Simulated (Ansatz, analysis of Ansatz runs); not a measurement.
# A hop of S in Y2S2O (P2_1/c), charge +1, part 2 of 2

How high is the barrier when S changes place in Y2S2O (P2_1/c)? The case: V_S hop (3.4 Å), charge +1, in a cell of 40 host atoms with 1 S taken out.

Ansatz 0.2.0; plane-wave PAW DFT, LDA; nudged elastic band between two relaxed defect structures at fixed charge in a uniform background.

So far, barrier forward (eV): step 4 (nudged elastic band, charge +1) 1.42.

### 5. Single point at the top of the path, LDA

A single point at the top of the band gives the levels near the gap and the populations there.

This step: plane-wave PAW DFT, LDA; single point of a defect supercell on a structure of the LDA path.

Input file qp1_M1.top.probe/input.yaml:

```yaml
crystal:
  lattice:
    - [-1.13015356, 6.77967323, 6.6421666]
    - [6.96905613, 0.0, 6.61852732]
    - [8.0992097, 6.77967323, -0.02363928]
  atoms:
    - { symbol: "Y", position: [0.40429901, 0.30247319, 0.55409488] }
    - { symbol: "Y", position: [0.91841759, 0.8355073, 0.02933367] }
    - { symbol: "Y", position: [0.0166699, 0.72837486, 0.41552237] }
    - { symbol: "Y", position: [0.53367529, 0.22222311, 0.92004602] }
    - { symbol: "Y", position: [0.08191763, 0.16892789, 0.97503305] }
    - { symbol: "Y", position: [0.58262244, 0.65513689, 0.46792753] }
    - { symbol: "Y", position: [0.47898383, 0.7939351, 0.0579337] }
    - { symbol: "Y", position: [0.96122293, 0.28476275, 0.58599713] }
    - { symbol: "Y", position: [0.06198644, 0.62537383, 0.79873441] }
    - { symbol: "Y", position: [0.55361804, 0.11084112, 0.30365744] }
    - { symbol: "Y", position: [0.30210794, 0.5157846, 0.06362931] }
    - { symbol: "Y", position: [0.8001386, 0.01947029, 0.5580754] }
    - { symbol: "Y", position: [0.44137453, 0.86243049, 0.69493806] }
    - { symbol: "Y", position: [0.94428463, 0.38394387, 0.19574982] }
    - { symbol: "Y", position: [0.19082108, 0.99909321, 0.4398656] }
    - { symbol: "Y", position: [0.70478594, 0.4833933, 0.93353259] }
    - { symbol: S, position: [0.16628749, 0.80547978, 0.12260697] }
    - { symbol: S, position: [0.66297937, 0.287835, 0.62647042] }
    - { symbol: S, position: [0.23269699, 0.19770381, 0.13228151] }
    - { symbol: S, position: [0.73618653, 0.68373725, 0.62437336] }
    - { symbol: S, position: [0.26284665, 0.30215741, 0.37570635] }
    - { symbol: S, position: [0.76788984, 0.8022144, 0.87030701] }
    - { symbol: S, position: [0.3752101, 0.55364167, 0.76130878] }
    - { symbol: S, position: [0.86211097, 0.07153573, 0.26269322] }
    - { symbol: S, position: [0.10920348, 0.4254597, 0.65860541] }
    - { symbol: S, position: [0.61396993, 0.91741701, 0.16137825] }
    - { symbol: S, position: [0.50229973, 0.55558518, 0.32573442] }
    - { symbol: S, position: [0.83971289, 0.19190801, 0.88950232] }
    - { symbol: S, position: [0.37987577, 0.09676551, 0.8489258] }
    - { symbol: S, position: [0.88477476, 0.58571919, 0.3331113] }
    - { symbol: S, position: [0.12721693, 0.95032097, 0.73633769] }
    - { symbol: O, position: [0.43345221, 0.90054204, 0.46958053] }
    - { symbol: O, position: [0.9397916, 0.41511119, 0.97332765] }
    - { symbol: O, position: [0.03500585, 0.82551226, 0.55213894] }
    - { symbol: O, position: [0.53097499, 0.32564309, 0.06876306] }
    - { symbol: O, position: [0.06404209, 0.59319017, 0.0237326] }
    - { symbol: O, position: [0.55713503, 0.07688232, 0.53073053] }
    - { symbol: O, position: [0.47685479, 0.67336582, 0.93647886] }
    - { symbol: O, position: [0.96394106, 0.18389798, 0.44003207] }
total_charge: 1
basis:
  ecutwfc: 420
  xc_grid: 2
hamiltonian:
  xc: lda
kpoints:
  mp_grid: { grid: [1, 1, 1] }
magnetization:
  spin_polarized: true
  initial_magnetization: 1
  spin_locking: { lock_magnetization: hard }
scf:
  occupations: { method: fixed }
  max_iter: 60
output:
  forces: true
  eigenvalues: true
  eigenstates: { localisation: true }
  populations: true
  write_density: true
  write_potential: true
  volumetric_format: npy
  elf: true
checkpoint:
  write: "../qp1_M1.top.probe.run"
  compress: false
  write_wavefunctions: false
  write_every: 100000
```

Started as:

```bash
$ ansatz run input.yaml --threads 4 --pin off --max-ram 7536MiB --backend cpu --events-out ev --progress --plain --runs-dir out
```

Run time: 14 s. Hardware: 4 threads of Arm Neoverse V1, shared host; peak memory 1.1 GiB; 53 s of CPU time.

Numbers from this step:

| Quantity | Value |
| --- | --- |
| free energy | -77509.1451 eV |
| total moment | 1 μB |
| integral of the absolute spin density | 1.068 μB |
| spin contamination | 0.001341 |

States next to the filling edge at the first k-point, on the run's own zero (eigenstates.tsv). The participation number counts the atoms that a state is spread over, of 39; bands count from 0.

```csv
spin,band,energy (eV),occupation,participation,largest share on,share
down,150,8.146,1.00,18.2,S31,0.11
down,151,8.212,1.00,12.0,S28,0.19
down,152,8.295,1.00,12.9,S19,0.15
down,153,8.616,1.00,20.4,S31,0.09
down,154,8.648,1.00,15.1,S18,0.15
down,155,8.760,1.00,17.0,S18,0.13
down,156,11.272,0.00,19.0,Y16,0.10
down,157,11.292,0.00,18.5,Y2,0.13
down,158,11.410,0.00,27.1,Y3,0.07
down,159,11.604,0.00,21.6,Y8,0.10
down,160,11.726,0.00,20.1,Y3,0.12
up,151,8.206,1.00,11.9,S28,0.19
up,152,8.287,1.00,12.9,S19,0.15
up,153,8.607,1.00,20.4,S31,0.09
up,154,8.640,1.00,15.3,S18,0.15
up,155,8.752,1.00,17.0,S18,0.13
up,156,10.997,1.00,16.4,Y16,0.12
up,157,11.265,0.00,19.0,Y2,0.13
up,158,11.362,0.00,26.9,Y3,0.09
up,159,11.571,0.00,22.6,Y8,0.09
up,160,11.646,0.00,19.6,Y3,0.12
up,161,11.812,0.00,26.2,Y13,0.10
```

Under LDA at the zone centre alone, the highest filled state is spin up, spread over 16 of 39 atoms, and the lowest empty one, 0.27 eV above it, is spin up, spread over 19 of 39 atoms.

Valence electrons by atom (Löwdin), nearest atoms first, with the excess over far atoms of the same element, which can also hold differences between inequivalent host sites (the log counts sites from 0):

```csv
atom,distance from the centre (Å),electrons,excess
S27,0.23,6.310,-0.051
Y7,2.32,10.405,0.171
Y1,2.56,10.384,0.150
Y6,2.76,10.312,0.078
S26,3.35,6.339,-0.023
S18,3.45,6.336,-0.025
S17,3.50,6.377,0.015
O38,3.51,6.599,-0.005
```

The atoms' spheres hold 0.21 of the 1 μB, none over 0.04 μB.

Spin density in the bc plane at fractional x = 0.484, through the centre, with atoms of Y and S and O within 0.45 Å of it.

Ten even steps from '_' (-0.41 × 1e-2 e/Å³) to '@' (1.17 × 1e-2 e/Å³), each cell a mean:
```
::::::::::::::--------::::::::::::----::::::--==--::::
::::::::::::::::::--------::::::::::::::::::----------
--::::::::::----::::::::::::::::::::....::::::::------
::::::::::::::----::::::::::::::::::::::::::::::::::::
::::::::::::::::::::::::::::::::::::::----::::::::::::
::::::::::::::::::::::::::::::::::::::::::::::::::::::
::::::::::::::::::::::::::::::::::::::::::::::::::::::
::::::::::::::::::::::::::::::::::::::::------::::::::
::::::::::::::::::::::::::::::::::------------::::::::
::::::::::::::::::::::----------::::------::::::::--::
::::----::::::----::::::----======--::----::::::::----
::::::--::::::::----::::::--==++**++--::::::::::::::::
::::::::::::::::::------::::--==**%%##==--::::::..::::
::::::::::::----::::--====::..::++**##**==--::::::::::
::::::::::--------::::--####::__::==++++++--::::::::::
::::::::::----==----::::++@@##..__..--======--::::::::
::::::----::--====----::::++@@##--..::----------::::::
::::::--==--::--====----::::==##%%++::::::------::::::
::::::------::::------------::--==++==--::::----::::::
::::::::::----::::::------------::--==++--::::----::::
::::::::::::::::----::::--------------**%%==::------::
::::::::::::::::::----::::--------------****::------::
::::::::::::::::::::::::::::::::------==--==--::----::
::::::::::::::------::::::::::::::::::----::----::::::
```
Columns run along b (9.6 Å), rows up along c (10.6 Å). Atoms in or near the plane, at fractional coordinates: Y at (0.22, 0.92), Y at (0.79, 0.06), Y at (0.86, 0.69), S at (0.56, 0.33), O at (0.90, 0.47), O at (0.33, 0.07), O at (0.67, 0.94).

Electrostatic potential energy in the bc plane at fractional x = 0.484, through the centre, with atoms of Y and S and O within 0.45 Å of it. With pseudopotentials it is smooth inside the atoms' cores, unlike the true potential.

Values in eV, 13 rows by 16 columns, each cell a mean:
```
 10   7 -15 -38 -28   0  11  12  12   1 -32 -19   0 -11  -5   7
  6   6   4 -17 -30 -12   8  12  13  13   0 -14   5  10  10  10
  9   4   8   9   5   5   9   9   9  12  11   6  -3  -1   8  12
 12  12  10  11  12  12  12  10   5   8  11   5 -24 -37 -21   5
  9  11   8   2   4  10  13  13  11   9  10  10  -2 -28 -35  -9
  7   0   5 -10 -23  -7   8  12  10   4   1   6  10   6   0   3
 10   7   7   4 -13 -15   2  10  10   4 -10 -10   4  -6 -11   8
  3  -3   4  10   9   6   7  -1 -10   1   5  -1   3   7  -7   2
  1 -26 -28  -3  10  12  12   0 -24 -24  -4  10  10  12  13  11
 10  -3 -20 -12   6  12  13  12   1 -15  -9   9  13  13  12  12
 12  11   8   7   8  11  13  13  13  10   5  -1   2   9  11  10
 12  11  10  11  -1 -16   5  12  12  11   3 -27 -36 -20   5  11
 11   7  -4  -6   4  -5  -2  10  11   9   3  -9 -36 -40 -15   8
```
Columns run along b (9.6 Å; values clipped at the 3rd and 97th percentile), rows up along c (10.6 Å). Atoms in or near the plane, at fractional coordinates: Y at (0.22, 0.92), Y at (0.79, 0.06), Y at (0.86, 0.69), S at (0.56, 0.33), O at (0.90, 0.47), O at (0.33, 0.07), O at (0.67, 0.94).

Valence density in the bc plane at fractional x = 0.484, through the centre, with atoms of Y and S and O within 0.45 Å of it. It is the smooth field of the valence electrons, not physical close to the nuclei.

Ten steps, logarithmic in the rise over the least value, from '0' (0.0 e/Å³) to '9' (6.6 e/Å³), each cell a mean:
```
222468764333222479975566532
332357886421111369996333333
444346777522111136887421223
444433455433322113455421123
344432223333443211234432112
233432211123444432135665311
112222211112344432225788641
211122221111233433223688863
333223332211112332212467764
455434564311111232211235554
456654676531101234432344333
245654566642211235543467642
223443345543333234554468864
333322112334555433444346775
455542110124566653222223555
357764210013465465321111223
246776310001355556421111111
124566421000134566532112222
211244321000012345432112333
321112343210000123444322333
322112466642000012567642233
222111368874211112578875322
112233347875322333468887521
112456544565322466556888631
```
Columns run along b (9.6 Å), rows up along c (10.6 Å). Atoms in or near the plane, at fractional coordinates: Y at (0.22, 0.92), Y at (0.79, 0.06), Y at (0.86, 0.69), S at (0.56, 0.33), O at (0.90, 0.47), O at (0.33, 0.07), O at (0.67, 0.94).

### 6. Band with another choice: loose force tolerance

A loose tolerance shows how early the barrier settles.

This step: plane-wave PAW DFT, LDA; nudged elastic band between two relaxed defect structures at fixed charge in a uniform background.

Input file qp1_M1.try0/input.yaml:

```yaml
crystal:
  lattice:
    - [-1.13015356, 6.77967323, 6.6421666]
    - [6.96905613, 0.0, 6.61852732]
    - [8.0992097, 6.77967323, -0.02363928]
  atoms:
    - { symbol: "Y", position: [0.4073975, 0.32861975, 0.5420903] }
    - { symbol: "Y", position: [0.91523414, 0.83184162, 0.03107617] }
    - { symbol: "Y", position: [0.02938051, 0.72038203, 0.4153609] }
    - { symbol: "Y", position: [0.53413337, 0.22253807, 0.91402339] }
    - { symbol: "Y", position: [0.08010484, 0.16725045, 0.97192849] }
    - { symbol: "Y", position: [0.58342789, 0.66496181, 0.46782064] }
    - { symbol: "Y", position: [0.46496139, 0.79277691, 0.07777118] }
    - { symbol: "Y", position: [0.96801872, 0.27985423, 0.58504241] }
    - { symbol: "Y", position: [0.0570245, 0.62289683, 0.80259394] }
    - { symbol: "Y", position: [0.55288335, 0.11832933, 0.30286763] }
    - { symbol: "Y", position: [0.30407154, 0.51968357, 0.05633531] }
    - { symbol: "Y", position: [0.80120868, 0.0191725, 0.55648778] }
    - { symbol: "Y", position: [0.44425973, 0.87686437, 0.69805682] }
    - { symbol: "Y", position: [0.95394258, 0.37325068, 0.19884697] }
    - { symbol: "Y", position: [0.19731061, 0.97818201, 0.44595226] }
    - { symbol: "Y", position: [0.70191899, 0.4859353, 0.93367286] }
    - { symbol: S, position: [0.15990696, 0.81144729, 0.11407003] }
    - { symbol: S, position: [0.66249202, 0.3073975, 0.60843619] }
    - { symbol: S, position: [0.23807165, 0.18638351, 0.13210849] }
    - { symbol: S, position: [0.73464239, 0.68929475, 0.62681663] }
    - { symbol: S, position: [0.26741686, 0.31928524, 0.36704879] }
    - { symbol: S, position: [0.76205584, 0.80663521, 0.87212356] }
    - { symbol: S, position: [0.37195206, 0.55210262, 0.76494516] }
    - { symbol: S, position: [0.86560588, 0.06516102, 0.26325614] }
    - { symbol: S, position: [0.1079276, 0.41591434, 0.6662989] }
    - { symbol: S, position: [0.61383921, 0.91436428, 0.16267239] }
    - { symbol: S, position: [0.3443225, 0.67933237, 0.3823685] }
    - { symbol: S, position: [0.83668868, 0.19138637, 0.88509923] }
    - { symbol: S, position: [0.38186176, 0.08830245, 0.83994244] }
    - { symbol: S, position: [0.88375969, 0.58358368, 0.33632426] }
    - { symbol: S, position: [0.13122902, 0.94563692, 0.73580534] }
    - { symbol: O, position: [0.43842572, 0.90798789, 0.47496268] }
    - { symbol: O, position: [0.93546374, 0.41191558, 0.97790178] }
    - { symbol: O, position: [0.02843443, 0.82127108, 0.55942503] }
    - { symbol: O, position: [0.53165018, 0.32459886, 0.06331591] }
    - { symbol: O, position: [0.0627253, 0.58876778, 0.02681401] }
    - { symbol: O, position: [0.55797887, 0.09367751, 0.5242572] }
    - { symbol: O, position: [0.47663746, 0.6749203, 0.94469909] }
    - { symbol: O, position: [0.97495254, 0.17448395, 0.4417303] }
total_charge: 1
basis:
  ecutwfc: 420
  xc_grid: 2
hamiltonian:
  xc: lda
kpoints:
  mp_grid: { grid: [1, 1, 1] }
magnetization:
  spin_polarized: true
  initial_magnetization: 1
  spin_locking: { lock_magnetization: hard }
scf:
  occupations: { method: fixed }
  max_iter: 60
output:
  forces: true
neb:
  images: 5
  f_tol: 0.3
  climbing: true
  initial_path: idpp
  max_iterations: 30
  order_check: false
  final_atoms:
    - { symbol: "Y", position: [0.41981155, 0.32430752, 0.53395822] }
    - { symbol: "Y", position: [0.91524114, 0.83295043, 0.03225083] }
    - { symbol: "Y", position: [0.0187519, 0.72533953, 0.41728344] }
    - { symbol: "Y", position: [0.53125116, 0.21627645, 0.91850345] }
    - { symbol: "Y", position: [0.08504755, 0.16747117, 0.96901172] }
    - { symbol: "Y", position: [0.58719393, 0.65990329, 0.4731536] }
    - { symbol: "Y", position: [0.46899513, 0.77935405, 0.08078056] }
    - { symbol: "Y", position: [0.96640443, 0.28324169, 0.58691433] }
    - { symbol: "Y", position: [0.05678869, 0.62491875, 0.80059087] }
    - { symbol: "Y", position: [0.55374667, 0.11870716, 0.30340943] }
    - { symbol: "Y", position: [0.30139837, 0.51535865, 0.05821404] }
    - { symbol: "Y", position: [0.80236957, 0.01938872, 0.55617661] }
    - { symbol: "Y", position: [0.44277564, 0.87214798, 0.69948977] }
    - { symbol: "Y", position: [0.94252103, 0.37876087, 0.1978799] }
    - { symbol: "Y", position: [0.19478902, 0.99345823, 0.44505101] }
    - { symbol: "Y", position: [0.6980639, 0.47802912, 0.94784754] }
    - { symbol: S, position: [0.16638584, 0.80090112, 0.12621948] }
    - { symbol: S, position: [0.66218351, 0.30492777, 0.61799677] }
    - { symbol: S, position: [0.23453976, 0.18516343, 0.13376719] }
    - { symbol: S, position: [0.73661555, 0.68129624, 0.63214555] }
    - { symbol: S, position: [0.26431839, 0.30886722, 0.37236] }
    - { symbol: S, position: [0.7644623, 0.81300786, 0.86812157] }
    - { symbol: S, position: [0.37082333, 0.55112024, 0.75965317] }
    - { symbol: S, position: [0.8647339, 0.05954037, 0.26334684] }
    - { symbol: S, position: [0.11944505, 0.42229594, 0.65609262] }
    - { symbol: S, position: [0.60689806, 0.90724819, 0.16717546] }
    - { symbol: S, position: [0.62356406, 0.45252311, 0.24435874] }
    - { symbol: S, position: [0.8375215, 0.18896838, 0.89020969] }
    - { symbol: S, position: [0.38535458, 0.08242289, 0.83828045] }
    - { symbol: S, position: [0.88542864, 0.58466755, 0.33649332] }
    - { symbol: S, position: [0.1289991, 0.947581, 0.73988196] }
    - { symbol: O, position: [0.43793821, 0.90401175, 0.4737651] }
    - { symbol: O, position: [0.94085677, 0.41162015, 0.9724961] }
    - { symbol: O, position: [0.03520883, 0.82539725, 0.5525889] }
    - { symbol: O, position: [0.52646193, 0.32139102, 0.06222634] }
    - { symbol: O, position: [0.06064415, 0.59004357, 0.0263562] }
    - { symbol: O, position: [0.55984036, 0.08371623, 0.5293484] }
    - { symbol: O, position: [0.47312014, 0.6735805, 0.94035658] }
    - { symbol: O, position: [0.96895737, 0.1802992, 0.44229113] }
```

Wall time 5 min (4 threads); peak memory 3.5 GiB; 14 min of CPU time.

The run converged with other settings, drawn as a test and not checked for convergence; the results below rest on the first set.

What was changed: loose force tolerance.

Its highest image lies 1.44 eV above the start; the sound band gave 1.42 eV.

Here the change did no harm: 1.443 eV against the band's 1.421 eV.

### 7. What came out

| Quantity | Value |
| --- | --- |
| barrier forward | 1.42 eV |
| barrier backward | 1.21 eV |
| end less start | 0.21 eV |
| hop length | 3.18 Å |
| band iterations, as the log counts them | 7 |

The top of the band lies 1.42 eV above the start and 1.21 eV above the end. With an assumed prefactor of 1e13 per second it gives one hop a second along this one path at about 550 K; whether such hops link up through the crystal wasn't checked. At the top S27 stands 2.48 Å from its nearest Y, 0.19 Å closer than at the start. The order of the top as a saddle was not checked for all atoms, so a bent path could be lower. No image-charge correction is applied; it largely cancels along a path if the charge stays localised alike. Keep in mind: sampling at the zone centre alone can move energies of charged and open-shell states by tenths of an eV or more in cells of this size; LDA makes the gap too small and tends to spread out bound carriers.

[Logs are printed without paths, hosts, clocks, repeated set-up lines and the standing remarks that a program may print on its own settings, such as how far it seeks lower states.]

[Hosts, paths, dates, database ids (printed as entryN), source tags and the programs' standing remarks are cut or masked in the printed files.]
